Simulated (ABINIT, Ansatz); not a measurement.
# GeTe3Pb (Pm-3m): zone-centre phonons, part 4 of 4

Aim: the zone-centre modes of GeTe3Pb (Pm-3m).

ABINIT 10.8.3; DFT LDA, scalar-relativistic, plane waves, HGH norm-conserving pseudopotentials.

So far. Step 4 (Linear response at Γ): The acoustic modes at Γ come out as far as 0.3 cm⁻¹ from zero, where they should vanish, a small numerical error. The lowest optical mode is imaginary, 90i cm⁻¹, an instability at this level and on this k mesh. Step 5 (Zone-centre analysis): The rule moves no optical mode by more than 0.1 cm⁻¹. The relaxed cell has a = 5.333 Å (conventional setting).

The structure was built from a prototype and need not be the compound's stable phase.

## (6) Sum rules set otherwise (asr 0)

Without the rule the raw error of the acoustic modes shows.

Input file anaddb.abi:

```
ddb_filepath "gamma_DDB"
output_file "anaddb.abo"
outdata_prefix "anaddb"
asr 0
chneut 0
enunit 2
eivec 1
nph1l 1
qph1l 0.0 0.0 0.0 1.0
```

Input file mrgddb.in:

```
gamma_DDB
merged
2
dfpt_gammao_DDB
gso_DDB
```

Command:

```sh
$ mrgddb < mrgddb.in > mrgddb.log
$ OMP_NUM_THREADS=1 anaddb anaddb.abi > anaddb.log
```

anaddb.abo, the main output file:

```text
-outvars_anaddb: echo values of input variables ----------------------

 Miscellaneous information :
      enunit         2
       eivec         1
      chneut         0
 First list of wavevector (reduced coord.) :
       nph1l         1
       qph1l
                     0.00000000E+00  0.00000000E+00  0.00000000E+00    1.000E+00

================================================================================

 read the DDB information and perform some checks

  ==== Info on the Cryst% object ====
 Real(R)+Recip(G) space primitive vectors, cartesian coordinates (Bohr,Bohr^-1):
 R(1)= 10.0778657  0.0000000  0.0000000  G(1)=  0.0992274  0.0000000  0.0000000
 R(2)=  0.0000000 10.0778657  0.0000000  G(2)=  0.0000000  0.0992274  0.0000000
 R(3)=  0.0000000  0.0000000 10.0778657  G(3)=  0.0000000  0.0000000  0.0992274
 Unit cell volume ucvol=  1.0235421E+03 bohr^3
 Angles (23,13,12)=  9.00000000E+01  9.00000000E+01  9.00000000E+01 degrees
 Time-reversal symmetry is present
 Reduced atomic positions [iatom, xred, symbol]:
    1)    0.0000000  0.0000000  0.0000000  Pb
    2)    0.5000000  0.5000000  0.5000000  Ge
    3)    0.5000000  0.5000000  0.0000000  Te
    4)    0.5000000  0.0000000  0.5000000  Te
    5)    0.0000000  0.5000000  0.5000000  Te

 DDB file with 3 blocks has been read.

================================================================================

 Treat the first list of vectors

  Phonon wavevector (reduced coordinates) :  0.00000  0.00000  0.00000
 Phonon energies in Hartree :
  -4.099318E-04 -4.099318E-04 -4.099318E-04 -3.301898E-04 -3.301898E-04
  -3.301898E-04 -2.404210E-04 -2.404210E-04 -2.404210E-04 -1.597428E-06
  -1.597427E-06 -1.597423E-06  7.560335E-04  7.560335E-04  7.560335E-04
 Phonon energies in meV     :
- -1.115481E+01 -1.115481E+01 -1.115481E+01 -8.984921E+00 -8.984921E+00
- -8.984921E+00 -6.542187E+00 -6.542187E+00 -6.542187E+00 -4.346824E-02
- -4.346820E-02 -4.346809E-02  2.057272E+01  2.057272E+01  2.057272E+01
 Phonon frequencies in cm-1    :
- -8.996964E+01 -8.996964E+01 -8.996964E+01 -7.246828E+01 -7.246828E+01
- -7.246828E+01 -5.276630E+01 -5.276630E+01 -5.276630E+01 -3.505950E-01
- -3.505947E-01 -3.505937E-01  1.659302E+02  1.659302E+02  1.659302E+02
 Phonon frequencies in Thz     :
- -2.697222E+00 -2.697222E+00 -2.697222E+00 -2.172544E+00 -2.172544E+00
- -2.172544E+00 -1.581894E+00 -1.581894E+00 -1.581894E+00 -1.051057E-02
- -1.051056E-02 -1.051054E-02  4.974461E+00  4.974461E+00  4.974461E+00
 Phonon energies in Kelvin  :
- -1.294462E+02 -1.294462E+02 -1.294462E+02 -1.042657E+02 -1.042657E+02
- -1.042657E+02 -7.591893E+01 -7.591893E+01 -7.591893E+01 -5.044280E-01
- -5.044275E-01 -5.044262E-01  2.387365E+02  2.387365E+02  2.387365E+02

 Eigendisplacements
 (will be given, for each mode : in cartesian coordinates
   for each atom the real part of the displacement vector,
   then the imaginary part of the displacement vector - absolute values smaller than 1.0d-7 are set to zero)
  Mode number    1   Energy   -4.099318E-04
 Attention : low frequency mode.
   (Could be unstable or acoustic mode)
-  1  0.00000000E+00  0.00000000E+00  8.14602049E-04
-     0.00000000E+00  0.00000000E+00  0.00000000E+00
-  2  0.00000000E+00  0.00000000E+00  1.23709000E-03
-     0.00000000E+00  0.00000000E+00  0.00000000E+00
-  3  0.00000000E+00  0.00000000E+00  1.33296407E-04
-     0.00000000E+00  0.00000000E+00  0.00000000E+00
-  4  0.00000000E+00  0.00000000E+00 -1.08005923E-03
-     0.00000000E+00  0.00000000E+00  0.00000000E+00
-  5  0.00000000E+00  0.00000000E+00 -1.08005923E-03
-     0.00000000E+00  0.00000000E+00  0.00000000E+00
  Mode number    2   Energy   -4.099318E-04
 Attention : low frequency mode.
   (Could be unstable or acoustic mode)
-  1  0.00000000E+00 -8.14602049E-04  0.00000000E+00
-     0.00000000E+00  0.00000000E+00  0.00000000E+00
-  2  0.00000000E+00 -1.23709000E-03  0.00000000E+00
-     0.00000000E+00  0.00000000E+00  0.00000000E+00
-  3  0.00000000E+00  1.08005923E-03  0.00000000E+00
-     0.00000000E+00  0.00000000E+00  0.00000000E+00
-  4  0.00000000E+00 -1.33296407E-04  0.00000000E+00
-     0.00000000E+00  0.00000000E+00  0.00000000E+00
-  5  0.00000000E+00  1.08005923E-03  0.00000000E+00
-     0.00000000E+00  0.00000000E+00  0.00000000E+00
  Mode number    3   Energy   -4.099318E-04
 Attention : low frequency mode.
   (Could be unstable or acoustic mode)
-  1  8.14602049E-04  0.00000000E+00  0.00000000E+00
-     0.00000000E+00  0.00000000E+00  0.00000000E+00
-  2  1.23709000E-03  0.00000000E+00  0.00000000E+00
-     0.00000000E+00  0.00000000E+00  0.00000000E+00
-  3 -1.08005923E-03  0.00000000E+00  0.00000000E+00
-     0.00000000E+00  0.00000000E+00  0.00000000E+00
-  4 -1.08005923E-03  0.00000000E+00  0.00000000E+00
-     0.00000000E+00  0.00000000E+00  0.00000000E+00
-  5  1.33296407E-04  0.00000000E+00  0.00000000E+00
-     0.00000000E+00  0.00000000E+00  0.00000000E+00
  Mode number    4   Energy   -3.301898E-04
 Attention : low frequency mode.
   (Could be unstable or acoustic mode)
-  1  0.00000000E+00  0.00000000E+00  0.00000000E+00
-     0.00000000E+00  0.00000000E+00  0.00000000E+00
-  2  0.00000000E+00  0.00000000E+00  0.00000000E+00
-     0.00000000E+00  0.00000000E+00  0.00000000E+00
-  3  0.00000000E+00  0.00000000E+00  0.00000000E+00
-     0.00000000E+00  0.00000000E+00  0.00000000E+00
-  4  0.00000000E+00  0.00000000E+00  1.46615408E-03
-     0.00000000E+00  0.00000000E+00  0.00000000E+00
-  5  0.00000000E+00  0.00000000E+00 -1.46615408E-03
-     0.00000000E+00  0.00000000E+00  0.00000000E+00
  Mode number    5   Energy   -3.301898E-04
 Attention : low frequency mode.
   (Could be unstable or acoustic mode)
-  1  0.00000000E+00  0.00000000E+00  0.00000000E+00
-     0.00000000E+00  0.00000000E+00  0.00000000E+00
-  2  0.00000000E+00  0.00000000E+00  0.00000000E+00
-     0.00000000E+00  0.00000000E+00  0.00000000E+00
-  3  0.00000000E+00 -1.46615408E-03  0.00000000E+00
-     0.00000000E+00  0.00000000E+00  0.00000000E+00
-  4  0.00000000E+00  0.00000000E+00  0.00000000E+00
-     0.00000000E+00  0.00000000E+00  0.00000000E+00
-  5  0.00000000E+00  1.46615408E-03  0.00000000E+00
-     0.00000000E+00  0.00000000E+00  0.00000000E+00
  Mode number    6   Energy   -3.301898E-04
 Attention : low frequency mode.
   (Could be unstable or acoustic mode)
-  1  0.00000000E+00  0.00000000E+00  0.00000000E+00
-     0.00000000E+00  0.00000000E+00  0.00000000E+00
-  2  0.00000000E+00  0.00000000E+00  0.00000000E+00
-     0.00000000E+00  0.00000000E+00  0.00000000E+00
-  3  1.46615408E-03  0.00000000E+00  0.00000000E+00
-     0.00000000E+00  0.00000000E+00  0.00000000E+00
-  4 -1.46615408E-03  0.00000000E+00  0.00000000E+00
-     0.00000000E+00  0.00000000E+00  0.00000000E+00
-  5  0.00000000E+00  0.00000000E+00  0.00000000E+00
-     0.00000000E+00  0.00000000E+00  0.00000000E+00
  Mode number    7   Energy   -2.404210E-04
 Attention : low frequency mode.
   (Could be unstable or acoustic mode)
-  1  0.00000000E+00  0.00000000E+00 -1.07497247E-03
-     0.00000000E+00  0.00000000E+00  0.00000000E+00
-  2  0.00000000E+00  0.00000000E+00  1.74495448E-03
-     0.00000000E+00  0.00000000E+00  0.00000000E+00
-  3  0.00000000E+00  0.00000000E+00  8.28950732E-04
-     0.00000000E+00  0.00000000E+00  0.00000000E+00
-  4  0.00000000E+00  0.00000000E+00 -3.84564127E-05
-     0.00000000E+00  0.00000000E+00  0.00000000E+00
-  5  0.00000000E+00  0.00000000E+00 -3.84564127E-05
-     0.00000000E+00  0.00000000E+00  0.00000000E+00
  Mode number    8   Energy   -2.404210E-04
 Attention : low frequency mode.
   (Could be unstable or acoustic mode)
-  1  0.00000000E+00  1.07497247E-03  0.00000000E+00
-     0.00000000E+00  0.00000000E+00  0.00000000E+00
-  2  0.00000000E+00 -1.74495448E-03  0.00000000E+00
-     0.00000000E+00  0.00000000E+00  0.00000000E+00
-  3  0.00000000E+00  3.84564127E-05  0.00000000E+00
-     0.00000000E+00  0.00000000E+00  0.00000000E+00
-  4  0.00000000E+00 -8.28950732E-04  0.00000000E+00
-     0.00000000E+00  0.00000000E+00  0.00000000E+00
-  5  0.00000000E+00  3.84564127E-05  0.00000000E+00
-     0.00000000E+00  0.00000000E+00  0.00000000E+00
  Mode number    9   Energy   -2.404210E-04
 Attention : low frequency mode.
   (Could be unstable or acoustic mode)
-  1  1.07497247E-03  0.00000000E+00  0.00000000E+00
-     0.00000000E+00  0.00000000E+00  0.00000000E+00
-  2 -1.74495448E-03  0.00000000E+00  0.00000000E+00
-     0.00000000E+00  0.00000000E+00  0.00000000E+00
-  3  3.84564127E-05  0.00000000E+00  0.00000000E+00
-     0.00000000E+00  0.00000000E+00  0.00000000E+00
-  4  3.84564127E-05  0.00000000E+00  0.00000000E+00
-     0.00000000E+00  0.00000000E+00  0.00000000E+00
-  5 -8.28950732E-04  0.00000000E+00  0.00000000E+00
-     0.00000000E+00  0.00000000E+00  0.00000000E+00
  Mode number   10   Energy   -1.597428E-06
 Attention : low frequency mode.
   (Could be unstable or acoustic mode)
-  1  0.00000000E+00  0.00000000E+00  9.09779961E-04
-     0.00000000E+00  0.00000000E+00  0.00000000E+00
-  2  0.00000000E+00  0.00000000E+00  9.10129478E-04
-     0.00000000E+00  0.00000000E+00  0.00000000E+00
-  3  0.00000000E+00  0.00000000E+00  9.09998341E-04
-     0.00000000E+00  0.00000000E+00  0.00000000E+00
-  4  0.00000000E+00  0.00000000E+00  9.09868246E-04
-     0.00000000E+00  0.00000000E+00  0.00000000E+00
-  5  0.00000000E+00  0.00000000E+00  9.09868246E-04
-     0.00000000E+00  0.00000000E+00  0.00000000E+00
  Mode number   11   Energy   -1.597427E-06
 Attention : low frequency mode.
   (Could be unstable or acoustic mode)
-  1  0.00000000E+00  9.09779961E-04  0.00000000E+00
-     0.00000000E+00  0.00000000E+00  0.00000000E+00
-  2  0.00000000E+00  9.10129478E-04  0.00000000E+00
-     0.00000000E+00  0.00000000E+00  0.00000000E+00
-  3  0.00000000E+00  9.09868246E-04  0.00000000E+00
-     0.00000000E+00  0.00000000E+00  0.00000000E+00
-  4  0.00000000E+00  9.09998341E-04  0.00000000E+00
-     0.00000000E+00  0.00000000E+00  0.00000000E+00
-  5  0.00000000E+00  9.09868246E-04  0.00000000E+00
-     0.00000000E+00  0.00000000E+00  0.00000000E+00
  Mode number   12   Energy   -1.597423E-06
 Attention : low frequency mode.
   (Could be unstable or acoustic mode)
-  1  9.09779961E-04  0.00000000E+00  0.00000000E+00
-     0.00000000E+00  0.00000000E+00  0.00000000E+00
-  2  9.10129478E-04  0.00000000E+00  0.00000000E+00
-     0.00000000E+00  0.00000000E+00  0.00000000E+00
-  3  9.09868246E-04  0.00000000E+00  0.00000000E+00
-     0.00000000E+00  0.00000000E+00  0.00000000E+00
-  4  9.09868246E-04  0.00000000E+00  0.00000000E+00
-     0.00000000E+00  0.00000000E+00  0.00000000E+00
-  5  9.09998341E-04  0.00000000E+00  0.00000000E+00
-     0.00000000E+00  0.00000000E+00  0.00000000E+00
  Mode number   13   Energy    7.560335E-04
-  1  0.00000000E+00  0.00000000E+00  2.72865075E-05
-     0.00000000E+00  0.00000000E+00  0.00000000E+00
-  2  0.00000000E+00  0.00000000E+00  1.46682069E-03
-     0.00000000E+00  0.00000000E+00  0.00000000E+00
-  3  0.00000000E+00  0.00000000E+00 -1.66318711E-03
-     0.00000000E+00  0.00000000E+00  0.00000000E+00
-  4  0.00000000E+00  0.00000000E+00  3.92097861E-04
-     0.00000000E+00  0.00000000E+00  0.00000000E+00
-  5  0.00000000E+00  0.00000000E+00  3.92097861E-04
-     0.00000000E+00  0.00000000E+00  0.00000000E+00
  Mode number   14   Energy    7.560335E-04
-  1  0.00000000E+00 -2.72865075E-05  0.00000000E+00
-     0.00000000E+00  0.00000000E+00  0.00000000E+00
-  2  0.00000000E+00 -1.46682069E-03  0.00000000E+00
-     0.00000000E+00  0.00000000E+00  0.00000000E+00
-  3  0.00000000E+00 -3.92097861E-04  0.00000000E+00
-     0.00000000E+00  0.00000000E+00  0.00000000E+00
-  4  0.00000000E+00  1.66318711E-03  0.00000000E+00
-     0.00000000E+00  0.00000000E+00  0.00000000E+00
-  5  0.00000000E+00 -3.92097861E-04  0.00000000E+00
-     0.00000000E+00  0.00000000E+00  0.00000000E+00
  Mode number   15   Energy    7.560335E-04
-  1  2.72865075E-05  0.00000000E+00  0.00000000E+00
-     0.00000000E+00  0.00000000E+00  0.00000000E+00
-  2  1.46682069E-03  0.00000000E+00  0.00000000E+00
-     0.00000000E+00  0.00000000E+00  0.00000000E+00
-  3  3.92097861E-04  0.00000000E+00  0.00000000E+00
-     0.00000000E+00  0.00000000E+00  0.00000000E+00
-  4  3.92097861E-04  0.00000000E+00  0.00000000E+00
-     0.00000000E+00  0.00000000E+00  0.00000000E+00
-  5 -1.66318711E-03  0.00000000E+00  0.00000000E+00
-     0.00000000E+00  0.00000000E+00  0.00000000E+00

 Analysis of degeneracies and characters (maximum tolerance=1.00E-06 a.u.)
 For each vibration mode, or group of modes if degenerate,
 the characters are given for each symmetry operation (see the list in the log file).
 Symmetry characters of vibration mode #   1
       degenerate with vibration modes #   2 to    3
  3.0 -3.0 -1.0  1.0 -1.0  1.0 -1.0  1.0  1.0 -1.0 -1.0  1.0  1.0 -1.0 -1.0  1.0
  0.0 -0.0 -0.0  0.0  0.0 -0.0 -0.0  0.0  1.0 -1.0 -1.0  1.0 -1.0  1.0  1.0 -1.0
  0.0 -0.0  0.0 -0.0 -0.0  0.0 -0.0  0.0  1.0 -1.0  1.0 -1.0 -1.0  1.0 -1.0  1.0
 Symmetry characters of vibration mode #   4
       degenerate with vibration modes #   5 to    6
  3.0 -3.0 -1.0  1.0 -1.0  1.0 -1.0  1.0 -1.0  1.0  1.0 -1.0 -1.0  1.0  1.0 -1.0
 -0.0  0.0 -0.0  0.0  0.0 -0.0  0.0 -0.0 -1.0  1.0  1.0 -1.0  1.0 -1.0 -1.0  1.0
 -0.0  0.0  0.0 -0.0  0.0 -0.0 -0.0  0.0 -1.0  1.0 -1.0  1.0  1.0 -1.0  1.0 -1.0
 Symmetry characters of vibration mode #   7
       degenerate with vibration modes #   8 to    9
  3.0 -3.0 -1.0  1.0 -1.0  1.0 -1.0  1.0  1.0 -1.0 -1.0  1.0  1.0 -1.0 -1.0  1.0
 -0.0  0.0 -0.0  0.0  0.0 -0.0  0.0 -0.0  1.0 -1.0 -1.0  1.0 -1.0  1.0  1.0 -1.0
 -0.0  0.0  0.0 -0.0  0.0 -0.0 -0.0  0.0  1.0 -1.0  1.0 -1.0 -1.0  1.0 -1.0  1.0
 Symmetry characters of vibration mode #  10
       degenerate with vibration modes #  11 to   12
  3.0 -3.0 -1.0  1.0 -1.0  1.0 -1.0  1.0  1.0 -1.0 -1.0  1.0  1.0 -1.0 -1.0  1.0
  0.0 -0.0  0.0 -0.0 -0.0  0.0 -0.0  0.0  1.0 -1.0 -1.0  1.0 -1.0  1.0  1.0 -1.0
  0.0 -0.0 -0.0  0.0 -0.0  0.0  0.0 -0.0  1.0 -1.0  1.0 -1.0 -1.0  1.0 -1.0  1.0
 Symmetry characters of vibration mode #  13
       degenerate with vibration modes #  14 to   15
  3.0 -3.0 -1.0  1.0 -1.0  1.0 -1.0  1.0  1.0 -1.0 -1.0  1.0  1.0 -1.0 -1.0  1.0
 -0.0  0.0  0.0 -0.0  0.0 -0.0 -0.0  0.0  1.0 -1.0 -1.0  1.0 -1.0  1.0  1.0 -1.0
 -0.0  0.0  0.0 -0.0 -0.0  0.0  0.0 -0.0  1.0 -1.0  1.0 -1.0 -1.0  1.0 -1.0  1.0
-
```

Run time: 0.5 s. Hardware: 1 thread of Arm Neoverse V2, shared host.

Zone-centre frequencies as printed; negative means imaginary. Modes:

```csv
mode,frequency (cm⁻¹)
1,-89.97
2,-89.97
3,-89.97
4,-72.47
5,-72.47
6,-72.47
7,-52.77
8,-52.77
9,-52.77
10,-0.35
11,-0.35
12,-0.35
13,165.9
14,165.9
15,165.9
```

## (7) Results

```json
{"space group after relaxation": "Pm-3m", "volume per atom": "30.3 Å³", "highest optical zone-centre mode (no LO-TO term)": "165.9 cm⁻¹", "lowest optical zone-centre mode": "-90.0 cm⁻¹", "imaginary optical modes at the zone centre (no q mesh in this session)": "yes"}
```

**Reading.** At the LDA level the optical modes of GeTe3Pb (Pm-3m) at the zone centre run from 90i to 166 cm⁻¹, so the structure is a saddle point, with 9 modes beyond 10i cm⁻¹ there. These are harmonic frequencies at zero temperature: anharmonic shifts and linewidths and thermal expansion are left out. Spin-orbit coupling is left out, which can matter for the heavy elements here. The HGH files keep few electrons and have no core correction, which is cheap but rough for Ge and Pb. In a metal the frequencies hang on the k mesh and the smearing, most of all near Kohn anomalies. The structure is a hypothetical one, built on a prototype.

[Host names and launcher messages were left out of these logs when they were recorded.]

[Logs are printed without paths, hosts, clocks, repeated set-up lines and the standing remarks that a program may print on its own settings, such as how far it seeks lower states.]

[Hosts, paths, dates, database ids (printed as entryN), source tags and the programs' standing remarks are cut or masked in the printed files.]
